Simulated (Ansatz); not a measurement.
# Dielectric function and optical constants of HfSiO4 (Hafnon), part 2 of 2

Aim: the dielectric function of HfSiO4 (Hafnon), and the optical constants that follow from it.

Ansatz 0.2.0; DFT, PBE, plane-wave PAW, default files, scalar-relativistic, independent-particle optical response without local fields.

So far, electronic dielectric constant ε∞, mean of the axes: step 3 (spectrum) 4.06.

## 4. Static response with local fields

Perturbation theory gives the static response with local fields and the functional's kernel, and it needs no empty bands.

This step: DFT, PBE, plane-wave PAW, default files, scalar-relativistic, static field response by perturbation theory with local fields (Ansatz 0.2.0).

Input file input.yaml:

```yaml
crystal:
  lattice:
    - [-3.28625, 3.28625, 2.9816]
    - [3.28625, -3.28625, 2.9816]
    - [3.28625, 3.28625, -2.9816]
  atoms:
    - { symbol: Hf, position: [0.0, 0.0, 0.0] }
    - { symbol: Hf, position: [0.75, 0.25, 0.5] }
    - { symbol: Si, position: [0.5, 0.5, 0.0] }
    - { symbol: Si, position: [0.25, 0.75, 0.5] }
    - { symbol: O, position: [0.6802, 0.4957, 0.8155] }
    - { symbol: O, position: [0.2457, 0.9302, 0.3155] }
    - { symbol: O, position: [0.6802, 0.8647, 0.1845] }
    - { symbol: O, position: [0.6147, 0.9302, 0.6845] }
    - { symbol: O, position: [0.0698, 0.3853, 0.3155] }
    - { symbol: O, position: [0.5043, 0.3198, 0.1845] }
    - { symbol: O, position: [0.0698, 0.7543, 0.6845] }
    - { symbol: O, position: [0.1353, 0.3198, 0.8155] }
kpoints:
  mp_grid: { grid: [5, 5, 5] }
scf:
  occupations: { method: fixed }
hamiltonian:
  xc: pbe
  pseudopotentials: { kind: paw }
dielectric: {}
```

Launch:

```console
> ansatz run input.yaml --threads 4 --pin off --max-ram 8192MiB --backend cpu --events-out ev --progress --plain --runs-dir out
```

Log:

```text
[...]
Crystal: 12 atoms, lattice volume = 128.798 Å³
Basis set: ecut = 420 eV, 2513 PW (Γ), exchange–correlation on 80×80×80 points (8 copies of the dense FFT grid, shifted against one another)
Bands: 66, of which v1, the nominal top of the filled ones, is band 54 counted from 1 (53 counted from 0)
Symmetry: 16 space group operations
k-points: 39 of 125 (irreducible under 2 space group operations, time reversal used)
[...]
SCF iter   1: F=—  HF=-37271.652921 eV  |F-HF|=—  |Δ(HF+E_count)|=         —  Δρ=1.99e-3  dr2=3.43e-3  ethr=1.77e-3  ⟨swp⟩=5.0  Hψ=9258  notcnv=0  defer=384
[...]
SCF iter  10: F=-37271.655099 eV  HF=-37271.655099 eV  |F-HF|=1.46e-11  |Δ(HF+E_count)|=  1.53e-10  Δρ=1.05e-7  dr2=1.38e-11  ethr=1.00e-12  ⟨swp⟩=10.1  Hψ=7995  notcnv=0
SCF 1 converged in 10 iterations: F = -37271.655099 eV  dr2 = 1.38e-11
[...]
DFPT response loops at Γ: preconditioner auto → none (the input reference at scf.mixing.eps_inf says where Resta's filter doesn't serve); β = 0.50; Broyden in place of MSR1
SCF converged after 10 iterations
Free energy (F): -37271.655099 eV
[...]
Internal energy: -37271.655099 eV  (E = F + TS)
E sigma→0 (E₀):  -37271.655099 eV
Fermi energy:    10.083325 eV
[...]
--- Band table (eV; the first three rows and the last of 39) ---
  k-point 0: bands = [... 50 lower, 9.5204, 9.5204, 9.5375, 10.0833, 15.9281, 16.1983, 16.3382, 16.3813, ... 8 higher]
  k-point 1: bands = [... 50 lower, 9.2775, 9.3933, 9.5411, 9.9208, 15.7903, 15.8946, 16.2913, 16.3583, ... 8 higher]
  k-point 2: bands = [... 50 lower, 9.2059, 9.2609, 9.4782, 9.5925, 15.5811, 15.5967, 16.4635, 16.4962, ... 8 higher]
  k-point 38: bands = [... 50 lower, 9.1766, 9.2832, 9.3902, 9.7031, 15.9087, 16.0122, 16.5494, 16.7868, ... 8 higher]
--- Dielectric response (ions clamped): 2 representative field directions + reference, on 39 of 125 k-points (Σ response iterations 18) ---
  k mesh reduced under 2 symmetry operations, with k and −k counted as one. Each operation leaves every solved perturbation unchanged. A smaller set is not considered because the run solves the response to a homogeneous field
  ε∞ (high-frequency dielectric tensor):
        3.857123     0.000000     0.000000
        0.000000     3.857123     0.000000
        0.000000     0.000000     4.079904
  Born effective charges Z* (e; rows j = field, columns β = displacement):
    site 0:
         5.29317   -0.00000   -0.00000
         0.00000    5.29317   -0.00000
         0.00000    0.00000    4.63317
    site 1:
         5.29317   -0.00000   -0.00000
        -0.00000    5.29317   -0.00000
         0.00000    0.00000    4.63317
    site 2:
         3.17450    0.00000   -0.00000
        -0.00000    3.17450    0.00000
         0.00000    0.00000    4.31711
    site 3:
         3.17450   -0.00000   -0.00000
         0.00000    3.17450    0.00000
         0.00000    0.00000    4.31711
    site 4:
        -3.08895    0.00000    0.34321
         0.00000   -1.14488    0.00000
         0.18512    0.00000   -2.23757
    site 5:
        -1.14488   -0.00000   -0.00000
        -0.00000   -3.08895    0.34321
         0.00000    0.18512   -2.23757
    site 6:
        -3.08895   -0.00000   -0.34321
        -0.00000   -1.14488   -0.00000
        -0.18512    0.00000   -2.23757
    site 7:
        -1.14488    0.00000   -0.00000
         0.00000   -3.08895   -0.34321
         0.00000   -0.18512   -2.23757
    site 8:
        -3.08895    0.00000   -0.34321
         0.00000   -1.14488    0.00000
        -0.18512    0.00000   -2.23757
    site 9:
        -1.14488   -0.00000   -0.00000
         0.00000   -3.08895    0.34321
         0.00000    0.18512   -2.23757
    site 10:
        -3.08895   -0.00000    0.34321
         0.00000   -1.14488    0.00000
         0.18512    0.00000   -2.23757
    site 11:
        -1.14488    0.00000   -0.00000
        -0.00000   -3.08895   -0.34321
         0.00000   -0.18512   -2.23757
  Z* charge neutrality: 3.030e-5 e pre-enforcement
  k-mesh period / interband length: 27.6 Å / 1.13 Å = 24.54 at k = (0.0000, 0.0000, 0.4000), direct gap 5.989 eV — 14 or more, which is no proof of convergence
```

It took 48 s on 4 threads of Intel Xeon Platinum 8375C at 2.90GHz (Ice Lake), shared host; peak memory 1.6 GiB.

Numbers from this step:

| Property | Result |
| --- | --- |
| electronic dielectric constant ε∞, mean of the axes | 3.931 |

ε∞ with local fields:

```
3.86 0.00 0.00
0.00 3.86 0.00
0.00 0.00 4.08
```

Diagonal elements. Born, by row:

| atom | Z*xx (e) | Z*yy (e) | Z*zz (e) |
| --- | --- | --- | --- |
| Hf1 | 5.293 | 5.293 | 4.633 |
| Hf2 | 5.293 | 5.293 | 4.633 |
| Si3 | 3.175 | 3.175 | 4.317 |
| Si4 | 3.175 | 3.175 | 4.317 |
| O5 | -3.089 | -1.145 | -2.238 |
| O6 | -1.145 | -3.089 | -2.238 |
| O7 | -3.089 | -1.145 | -2.238 |
| O8 | -1.145 | -3.089 | -2.238 |
| O9 | -3.089 | -1.145 | -2.238 |
| O10 | -1.145 | -3.089 | -2.238 |
| O11 | -3.089 | -1.145 | -2.238 |
| O12 | -1.145 | -3.089 | -2.238 |

Mean Born charges are Hf +5.07, Si +3.56 and O -2.16, against formal valences of +4, +4 and -2. That of Hf exceeds its valence by 27 %, the mark of charge moving along hybridised bonds as the atoms shift.

## 5. Outcome

- gap on the path: 5.45 eV
- least direct gap on the path: 5.83 eV
- electronic dielectric constant ε∞, mean of the axes (independent particles): 4.06
- absorption onset, first axis (α over 10⁴ cm⁻¹, or the direct gap if that lies higher): 5.82 eV
- main peak of Im epsilon, first axis: 8.42 eV
- electronic dielectric constant ε∞, mean of the axes (static response with local fields): 3.93

In words: At this level (PBE, independent particles) HfSiO4 has a mean ε∞ = 4.06 (3.93 with local fields) and n = 2.00 at 1550 nm (E ∥ x); absorption sets in near 5.8 eV, and Im ε peaks at 8.4 eV (E ∥ x). The gap is indirect (5.45 eV), so absorption without phonons can begin only at the direct gap of 5.83 eV. Lines 0.1 eV wide carry a tail of absorption under the direct gap, past the threshold already at 5.70 eV. Absorption is strong from the direct gap on, 5.82 eV, in the ultraviolet, so the visible is passed. Im ε has its chief maxima at 6.07 eV (4.8), 7.76 eV (5.2), 8.42 eV (6.1) and 9.86 eV (4.8) for E ∥ x or y. The first strong peak, at 6.07 eV, fits the second-highest filled and the lowest empty band, which run nearly parallel at that distance over 100 % of P–N; the match rests on energies alone. Through 1 µm of it, D65 light comes out colourless (x = 0.314, y = 0.330; 79 % transmitted). At 1064 nm the birefringence n(z) − n(x) is +0.065: the crystal is uniaxial positive at this level. In the base spectrum excitons and phonon-assisted transitions are missing, and so are local fields; PBE gaps are as a rule too small, which pulls the onset down and ε∞ up. In the base run ε includes the program's bounded estimate of what the bands above those summed add. Spin-orbit coupling is left out although heavy atoms are present.

[Long decimals in the printed logs are rounded to 6 places.]

[Logs are printed without paths, hosts, clocks, repeated set-up lines and the standing remarks that a program may print on its own settings, such as how far it seeks lower states.]

[Hosts, paths, dates, database ids (printed as entryN), source tags and the programs' standing remarks are cut or masked in the printed files.]

[Where the starting crystal was built by hand or by swapping elements, it need not be the compound's stable phase.]

[The count of steps not shown may lack steps that the program refused or didn't finish.]
